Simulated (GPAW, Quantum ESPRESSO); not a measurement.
# K K-edge XANES of K (Im-3m)

Aim: the K K edge of K (Im-3m) by two routes, a Lanczos recursion (XSpectra) and a sum over empty bands (GPAW), to see which features are robust.

Calculated with Quantum ESPRESSO 7.5; core-hole supercells, plane-wave PAW LDA (first program; GPAW 26.7.0 follows as the second).

The database entry behind the starting cell lists a temperature near 5 K, so it need not match the best structure at ambient conditions.

### Step 1. The starting structure

The structure is cubic, space group Im-3m (No. 229). Conventional cell: a = 5.225 Å, b = 5.225 Å, c = 5.225 Å, α = 90.00°, β = 90.00°, γ = 90.00°. K has 8 K at 4.52 Å nearest.

### Step 2. Ground state of the crystal (Quantum ESPRESSO)

A plain self-consistent run shows whether there is a gap, which decides the set-up of the core-hole run.

File scf.in:

```
&control
   calculation='scf', prefix='x', pseudo_dir='../pp', outdir='tmp', tprnfor=.true.
/
&system
   ibrav=0, nat=1, ntyp=1, nbnd=9
   ecutwfc=46, ecutrho=310
   occupations='smearing', smearing='mv', degauss=0.015
/
&electrons
   conv_thr=1.0e-08, electron_maxstep=120
   mixing_beta=0.5
/
ATOMIC_SPECIES
K3 1.0 K.lda-spn-kjpaw.UPF
CELL_PARAMETERS angstrom
  -2.61250000 2.61250000 2.61250000
  2.61250000 -2.61250000 2.61250000
  2.61250000 2.61250000 -2.61250000
ATOMIC_POSITIONS crystal
K3   0.00000000 0.00000000 0.00000000
K_POINTS automatic
7 7 7 0 0 0
```

File K.lda-spn-kjpaw.ld1.in:

```
&input
   title='K', zed=19., rel=1, iswitch=3, dft='PZ',
   config='[Ar] 4s1 4p0 3d-1'
/
&inputp
   file_pseudopw='K.lda-spn-kjpaw.UPF', author='',
   lpaw=.true.,
   pseudotype=3,
   lloc=-1,
   rcloc=1.5,
   which_augfun='PSQ',
   rmatch_augfun_nc=.true.,
   nlcc=.true.,
   new_core_ps=.true.,
   rcore=1.0,
   tm=.true.,
   lgipaw_reconstruction=.true., use_paw_as_gipaw=.true.
/
6
3S  1  0  2.00  0.00  1.20  1.30  0.0
4S  2  0  1.00  0.00  1.20  1.30  0.0
3P  2  1  6.00  0.00  1.40  1.60  0.0
4P  3  1  0.00  0.00  1.40  1.60  0.0
3D  3  2  0.00  0.05  1.20  1.70  0.0
3D  3  2  0.00  1.00  1.20  1.70  0.0
```

Command:

```
$ OMP_NUM_THREADS=1 mpirun --oversubscribe --bind-to none -np 4 pw.x -nk 4 -in scf.in > scf.out
```

The program printed:

```text
     [... banner and references ...]
using ibrav=0 with symmetry is DISCOURAGED, use correct ibrav instead

     G-vector sticks info
     --------------------

     Using Slab Decomposition

     bravais-lattice index     =            0
     lattice parameter (alat)  =       8.5510  a.u.
     unit-cell volume          =     481.3107 (a.u.)^3
     number of atoms/cell      =            1
     number of atomic types    =            1
     number of electrons       =         9.00
     number of Kohn-Sham states=            9
     kinetic-energy cutoff     =      46.0000  Ry
     charge density cutoff     =     310.0000  Ry
     scf convergence threshold =      1.0E-08
     mixing beta               =       0.5000
     number of iterations used =            8  plain     mixing
     Exchange-correlation= SLA  PZ   NOGX NOGC
                           (   1   1   0   0   0   0   0)

     celldm(1)=   8.550978  celldm(2)=   0.000000  celldm(3)=   0.000000
     celldm(4)=   0.000000  celldm(5)=   0.000000  celldm(6)=   0.000000

     crystal axes: (cart. coord. in units of alat)
               a(1) = (  -0.577350   0.577350   0.577350 )
               a(2) = (   0.577350  -0.577350   0.577350 )
               a(3) = (   0.577350   0.577350  -0.577350 )

     reciprocal axes: (cart. coord. in units 2 pi/alat)
               b(1) = ( -0.000000  0.866025  0.866025 )
               b(2) = (  0.866025 -0.000000  0.866025 )
               b(3) = (  0.866025  0.866025  0.000000 )

     ../pp/K.lda-spn-kjpaw.UPF
     Pseudo is Projector augmented-wave + core cor, Zval =  9.0
     Shape of augmentation charge: PSQ
     Using radial grid of 1165 points,  6 beta functions with:
                l(1) =   0
                l(2) =   0
                l(3) =   1
                l(4) =   1
                l(5) =   2
                l(6) =   2
     Q(r) pseudized with 0 coefficients

     atomic species   valence    mass     pseudopotential
     K3                9.00     1.00000     K ( 1.00)

     48 Sym. Ops., with inversion, found

   Cartesian axes

     site n.     atom                  positions (alat units)
         1        K3     tau(   1) = (   0.0000000   0.0000000   0.0000000  )

     number of k points=    20  Marzari-Vanderbilt smearing, width (Ry)=  0.0150
                       cart. coord. in units 2pi/alat
        k(    1) = (   0.0000000   0.0000000   0.0000000), wk =   0.0058309
        k(    2) = (   0.1237179   0.1237179   0.0000000), wk =   0.0699708
        k(    3) = (   0.2474358   0.2474358   0.0000000), wk =   0.0699708
        k(    4) = (   0.3711537   0.3711537   0.0000000), wk =   0.0699708
        k(    5) = (   0.2474358   0.1237179   0.1237179), wk =   0.1399417
[...]
k(   18) = (  -0.0000000  -0.1237179   0.6185896), wk =   0.1399417
        k(   19) = (  -0.7423075  -0.1237179  -0.1237179), wk =   0.0466472
        k(   20) = (  -0.0000000  -0.0000000   0.7423075), wk =   0.0349854

     Dense  grid:    44115 G-vectors     FFT dimensions: (  48,  48,  48)

     Smooth grid:    20377 G-vectors     FFT dimensions: (  40,  40,  40)

     Initial potential from superposition of free atoms

     starting charge       8.9844, renormalised to       9.0000
     Starting wfcs are    8 randomized atomic wfcs +    1 random wfcs
     Checking if some PAW data can be deallocated...

     per-process dynamical memory:    27.9 Mb

     Self-consistent Calculation

     iteration #  1     ecut=    46.00 Ry     beta= 0.50
     Davidson diagonalization with overlap
     ethr =  1.00E-02,  avg # of iterations =  7.3

     Threshold (ethr) on eigenvalues was too large:
     Diagonalizing with lowered threshold

     Davidson diagonalization with overlap
     ethr =  1.26E-05,  avg # of iterations = 10.5

     total energy              =    -109.87081534 Ry
     estimated scf accuracy    <       0.00111350 Ry

     iteration #  2     ecut=    46.00 Ry     beta= 0.50
     Davidson diagonalization with overlap
     ethr =  1.24E-05,  avg # of iterations =  1.8

     total energy              =    -109.87090662 Ry
     estimated scf accuracy    <       0.00014533 Ry

     iteration #  3     ecut=    46.00 Ry     beta= 0.50
     Davidson diagonalization with overlap
     ethr =  1.61E-06,  avg # of iterations =  4.7

     total energy              =    -109.87091318 Ry
     estimated scf accuracy    <       0.00001608 Ry

     iteration #  4     ecut=    46.00 Ry     beta= 0.50
     Davidson diagonalization with overlap
     ethr =  1.79E-07,  avg # of iterations =  1.6

     total energy              =    -109.87091406 Ry
     estimated scf accuracy    <       0.00000008 Ry

     iteration #  5     ecut=    46.00 Ry     beta= 0.50
     Davidson diagonalization with overlap
     ethr =  8.45E-10,  avg # of iterations =  2.9

     total energy              =    -109.87091410 Ry
     estimated scf accuracy    <       0.00000006 Ry

     iteration #  6     ecut=    46.00 Ry     beta= 0.50
     Davidson diagonalization with overlap
     ethr =  7.01E-10,  avg # of iterations =  2.0

     total energy              =    -109.87091412 Ry
     estimated scf accuracy    <       0.00000002 Ry

     iteration #  7     ecut=    46.00 Ry     beta= 0.50
     Davidson diagonalization with overlap
     ethr =  2.46E-10,  avg # of iterations =  1.6

     total energy              =    -109.87091411 Ry
     estimated scf accuracy    <       0.00000001 Ry

     iteration #  8     ecut=    46.00 Ry     beta= 0.50
     Davidson diagonalization with overlap
     ethr =  1.33E-10,  avg # of iterations =  2.0

     End of self-consistent calculation

          k = 0.0000 0.0000 0.0000 (  2491 PWs)   bands (ev):

   -30.1180 -13.7560 -13.7560 -13.7560  -0.4878   5.9085   5.9085   5.9085
     6.8512

          k = 0.1237 0.1237 0.0000 (  2537 PWs)   bands (ev):

   -30.1172 -13.7712 -13.7611 -13.7561  -0.2280   5.5004   5.6297   6.1162
     6.6108

          k = 0.2474 0.2474 0.0000 (  2531 PWs)   bands (ev):

   -30.1150 -13.8045 -13.7723 -13.7560   0.5148   4.3201   5.1544   6.6841
     6.7205

          k = 0.3712 0.3712 0.0000 (  2547 PWs)   bands (ev):

   -30.1133 -13.8309 -13.7813 -13.7560   1.6247   2.9950   4.8566   6.5609
     7.1835

          k = 0.2474 0.1237 0.1237 (  2534 PWs)   bands (ev):

   -30.1156 -13.7940 -13.7670 -13.7596   0.2741   4.8348   5.1089   6.4549
     6.4693

[...]
k = 0.2474 0.2474 0.2474 (  2526 PWs)   bands (ev):

[...]
k = 0.3712 0.3712 0.2474 (  2528 PWs)   bands (ev):

[...]
k =-0.0000-0.0000 0.2474 (  2543 PWs)   bands (ev):

[...]
k = 0.4949 0.3712 0.3712 (  2523 PWs)   bands (ev):

[...]
k =-0.0000-0.1237 0.3712 (  2547 PWs)   bands (ev):

[...]
k =-0.0000-0.2474 0.4949 (  2537 PWs)   bands (ev):

[...]
k = 0.1237-0.1237 0.4949 (  2538 PWs)   bands (ev):

[...]
k =-0.7423-0.2474-0.2474 (  2539 PWs)   bands (ev):

[...]
k =-0.0000-0.0000 0.4949 (  2535 PWs)   bands (ev):

[...]
k =-0.0000-0.1237 0.6186 (  2535 PWs)   bands (ev):

   -30.1108 -13.8184 -13.7997 -13.7913   2.4204   3.4831   4.8840   5.0970
     6.1089

          k =-0.7423-0.1237-0.1237 (  2553 PWs)   bands (ev):

   -30.1102 -13.8138 -13.8138 -13.7940   3.1846   3.1846   4.2207   5.7494
     5.7494

          k =-0.0000-0.0000 0.7423 (  2530 PWs)   bands (ev):

   -30.1095 -13.8123 -13.8098 -13.8098   3.0930   3.4866   5.1961   5.2172
     5.2172

     the Fermi energy is     1.7337 ev

!    total energy              =    -109.87091411 Ry
     total all-electron energy =     -1201.195914 Ry
     estimated scf accuracy    <          1.3E-10 Ry
     smearing contrib. (-TS)   =      -0.00032588 Ry
     internal energy E=F+TS    =    -109.87058823 Ry

     The total energy is F=E-TS. E is the sum of the following terms:
     one-electron contribution =     -35.43769114 Ry
     hartree contribution      =      18.85315709 Ry
     xc contribution           =     -11.01649666 Ry
     ewald contribution        =     -29.85449798 Ry
     one-center paw contrib.   =     -52.41505954 Ry

     convergence has been achieved in   8 iterations

     Forces acting on atoms (cartesian axes, Ry/au):

     atom    1 type  1   force =     0.00000000    0.00000000    0.00000000

     Total force =     0.000000     Total SCF correction =     0.000000

     XML data file, charge density, pseudopotentials, collected wavefunctions

=------------------------------------------------------------------------------=
   JOB DONE.
=------------------------------------------------------------------------------=
```

Elapsed: 3.7 s, on 4 MPI ranks of Arm Neoverse V1, shared host; peak memory 0.1 GiB; 14 s of CPU time.

Absorbing atoms carry a label of their own (element plus a letter or digit), as the spectrum program needs them as separate species.

The mesh shows no gap, so the system is treated as a metal and the core electron is put at the Fermi level (neutral cell).

### Step 3. Spectrum without a core hole, K atom 1 (Quantum ESPRESSO)

This cheap baseline ignores the attraction of the hole: it shows the absorber's empty states as they are in the ground state.

The absorber has 8 K at 4.52 Å and 6 K at 5.22 Å (cube and octahedron, as in bcc, site symmetry m-3m).

File xspectra.in:

```
&input_xspectra
   calculation='xanes_dipole', edge='K'
   prefix='x', outdir='tmp', xiabs=1, xe0=1.7337
   xonly_plot=.false., x_save_file='xanes.sav'
   xniter=3000, xcheck_conv=20, xerror=0.005
   xcoordcrys=.false., xepsilon(1)=1, xepsilon(2)=0, xepsilon(3)=0
/
&plot
   xnepoint=413, xemin=-10, xemax=45, terminator=.true., cut_occ_states=.true.
   xgamma=0.4
/
&pseudos
   filecore='../K.wfc'
/
&cut_occ
   cut_desmooth=0.1, cut_stepl=0.05, cut_stepu=0.05, cut_ierror=1e-5
/
8 8 8 0 0 0
```

Command:

```
$ OMP_NUM_THREADS=1 mpirun --oversubscribe --bind-to none -np 4 xspectra.x -nk 4 -in xspectra.in > xspectra.out
```

The program printed:

```text
     [... banner and references ...]
Reading input_file

     calculation: xanes_dipole

     xepsilon  [cartesian coordinates]:   1.000000   0.000000   0.000000

     xonly_plot: FALSE
        => complete calculation: Lanczos + spectrum plot

     filecore (core-wavefunction file): ../K.wfc

     main plot parameters:
        cut_occ_states: TRUE
        gamma_mode:  constant
        -> using xgamma [eV]:  0.40
        xemin [eV]: -10.00
        xemax [eV]:  45.00
        xnepoint:  413
        xe0 [eV]:   1.733700 (energy zero read in input file)

[...]
Results of STEP 1 successfully written in x_save_file
     x_save_file name:
     ->  xanes.sav
     x_save_file version:  2

     ... End STEP 1 ...

     ... Begin STEP 2 ...

     The spectrum is calculated using the following parameters:
        xe0 [eV]:    1.7337
        the occupied states are elimintate from the spectrum
        xemin [eV]: -10.00
        xemax [eV]:  45.00
        xnepoint:  413
        constant broadening parameter [eV]:    0.400
        Core level energy [eV]:  -3608.
         (from electron binding energy of neutral atoms in X-ray data booklet)

     Cross-section successfully written in xanes.dat

     ... End STEP 2 ...

                                END JOB XSpectra
```

Elapsed: 56 s, on 4 MPI ranks; peak memory 0.08 GiB; 3.8 min of CPU time.

The K K spectrum, K atom 1, no core hole (energy from the energy zero of the input (xe0, at the border of filled and empty states); intensity scaled to a mean of 1 over the first 20 eV; the points at xe0, where the cut of filled states can leave a spike, are interpolated):

```
E (eV)  intensity
  -2.0       0.05
  -1.4       0.07
  -0.8       0.11
  -0.2       0.26
   0.4       0.50
   1.0       0.77
   1.6       0.76
   2.2       0.64
   2.8       0.60
   3.4       0.68
   4.0       0.62
   4.6       0.66
   5.2       0.68
   5.8       0.79
   6.4       1.17
   7.0       1.85
   7.6       2.13
   8.2       1.27
   8.8       0.84
   9.4       0.83
  10.0       0.87
  10.6       0.83
  11.2       0.92
  11.8       1.10
  12.4       1.25
  13.0       1.14
  13.6       1.09
  14.2       1.07
  14.8       0.84
  15.4       0.94
  16.0       0.97
  16.6       0.96
  17.2       1.09
  17.8       1.16
  18.4       1.47
  19.0       1.40
  19.6       1.28
  20.2       1.09
  20.8       0.97
  21.4       0.94
  22.0       0.92
  22.6       0.98
  23.2       0.81
  23.8       0.97
  24.4       1.08
  25.0       0.97
  25.6       1.15
  26.2       1.05
  26.8       1.15
  27.4       1.10
  28.0       0.94
  28.6       0.87
  29.2       0.72
  29.8       0.64
  30.4       0.73
  31.0       1.04
  31.6       1.18
```

Main maxima below 30 eV (height): 1.2 eV (0.79), 7.5 eV (2.22), 12.3 eV (1.26), 13.9 eV (1.17), 18.7 eV (1.48), 25.8 eV (1.18) and 26.8 eV (1.15). A K edge sees empty p states on the absorber.

### Step 4. Another broadening

The final state's lifetime shortens with energy, so measured features broaden above the edge; the saved Lanczos coefficients are redrawn with a width that grows.

File xspectra_plot.in:

```
&input_xspectra
   calculation='xanes_dipole', edge='K'
   prefix='x', outdir='tmp', xiabs=1, xe0=1.7337
   xonly_plot=.true., x_save_file='xanes.sav'
   xniter=3000, xcheck_conv=20, xerror=0.005
   xcoordcrys=.false., xepsilon(1)=1, xepsilon(2)=0, xepsilon(3)=0
/
&plot
   xnepoint=413, xemin=-10, xemax=45, terminator=.true., cut_occ_states=.true.
   gamma_mode='variable', gamma_energy(1)=4, gamma_energy(2)=25, gamma_value(1)=0.37, gamma_value(2)=2.5
/
&pseudos
   filecore='../K.wfc'
/
&cut_occ
   cut_desmooth=0.1, cut_stepl=0.05, cut_stepu=0.05, cut_ierror=1e-5
/
8 8 8 0 0 0
```

Command:

```
$ OMP_NUM_THREADS=1 xspectra.x -in xspectra_plot.in > xspectra_plot.out
```

The program printed:

```text
     [... banner and references ...]
Reading input_file
     -------------------------------------------------------------------------

     calculation: xanes_dipole

     xonly_plot: TRUE
        => only the spectrum plot

     main plot parameters:
        cut_occ_states: TRUE
        gamma_mode:  variable
        -> first, constant up to point ( 4.00, 0.37) [eV]
        -> then, linear up to point (25.00, 2.50) [eV]
        -> finally, constant up to xemax
        xemin [eV]: -10.00
        xemax [eV]:  45.00
        xnepoint:  413
[...]
xemin [eV]: -10.00
        xemax [eV]:  45.00
        xnepoint:  413
        energy-dependent broadening parameter:
         -> first, constant up to point ( 4.00, 0.37) [eV]
         -> then, linear up to point (25.00, 2.50) [eV]
         -> finally, constant up to xemax
        Core level energy [eV]:  -3608.
         (from electron binding energy of neutral atoms in X-ray data booklet)

     Cross-section successfully written in xanes.dat

     -------------------------------------------------------------------------
                                END JOB XSpectra
     -------------------------------------------------------------------------
[key lines of the parts left out:]
Fermi level [eV]:   2.0638
```

The job ended after 5.6 s (1 MPI rank; peak memory 0.06 GiB).

With a Lorentzian half width 0.37 eV up to 4 eV, rising linearly to 2.5 eV at 25 eV, the maxima are 1.2 eV (0.83), 3.3 eV (0.71), 7.4 eV (1.81), 12.6 eV (1.10) and 18.6 eV (1.16).

### Step 5. Reference energy of the supercell (Quantum ESPRESSO)

The photon energy needs a difference of total energies, so the cell and mesh of the coming hole run are first run without a hole.

File scf.in:

```
&control
   calculation='scf', prefix='x', pseudo_dir='../pp', outdir='tmp', tprnfor=.true.
/
&system
   ibrav=0, nat=4, ntyp=1, nbnd=22
   ecutwfc=46, ecutrho=310
   occupations='smearing', smearing='mv', degauss=0.015
/
&electrons
   conv_thr=4.0e-08, electron_maxstep=120
   mixing_beta=0.5
/
ATOMIC_SPECIES
K 1.0 K.lda-spn-kjpaw.UPF
CELL_PARAMETERS angstrom
  5.22500000 -5.22500000 0.00000000
  5.22500000 0.00000000 -5.22500000
  5.22500000 0.00000000 5.22500000
ATOMIC_POSITIONS crystal
K    0.00000000 0.00000000 0.00000000
K    0.00000000 0.50000000 0.50000000
K    0.50000000 0.75000000 0.25000000
K    0.50000000 0.25000000 0.75000000
K_POINTS automatic
5 5 5 0 0 0
```

Command:

```
$ OMP_NUM_THREADS=1 mpirun --oversubscribe --bind-to none -np 4 pw.x -nk 4 -in scf.in > scf.out
```

The program printed:

```text
     [... banner and references ...]
[banner, memory and clock lines left out]
Found identity + (  0.0000 -0.5000 -0.5000) symmetry
     This is a supercell, fractional translations are disabled
     using ibrav=0 with symmetry is DISCOURAGED, use correct ibrav instead

     G-vector sticks info

     bravais-lattice index     =            0
     lattice parameter (alat)  =      13.9637  a.u.
     unit-cell volume          =    1925.2427 (a.u.)^3
[...]
convergence has been achieved in   6 iterations

     Forces acting on atoms (cartesian axes, Ry/au):

     atom    1 type  1   force =    -0.00000000   -0.00000000   -0.00000000
     atom    2 type  1   force =    -0.00000000   -0.00000000   -0.00000000
     atom    3 type  1   force =    -0.00000000    0.00000000   -0.00000000
     atom    4 type  1   force =     0.00000000    0.00000000    0.00000000

     Total force =     0.000000     Total SCF correction =     0.000000

     XML data file, charge density, pseudopotentials, collected wavefunctions
[key lines of the parts left out:]
!    total energy              =    -439.48167158 Ry
the Fermi energy is     1.6951 ev
```

Run time: 13 s. Hardware: 4 MPI ranks; peak memory 0.28 GiB.

Reference energy: -65372.385 eV with the cores included.

[end of part 1 of 4]

[Banner, clock and machine lines of the logs are left out without a mark of their own.]

[Logs are printed without paths, hosts, clocks, repeated set-up lines and the standing remarks that a program may print on its own settings, such as how far it seeks lower states.]

[Hosts, paths, dates, database ids (printed as entryN), source tags and the programs' standing remarks are cut or masked in the printed files.]

[Lists of maxima count a maximum above −3 eV only where it reaches 4 % of the highest in the window and stands out from its surroundings by 2 % of it (1.5 % where it reaches 55 %); shoulders and weaker maxima are passed over, and of the rest the first, up to two pre-edge ones and the few strongest are named.]
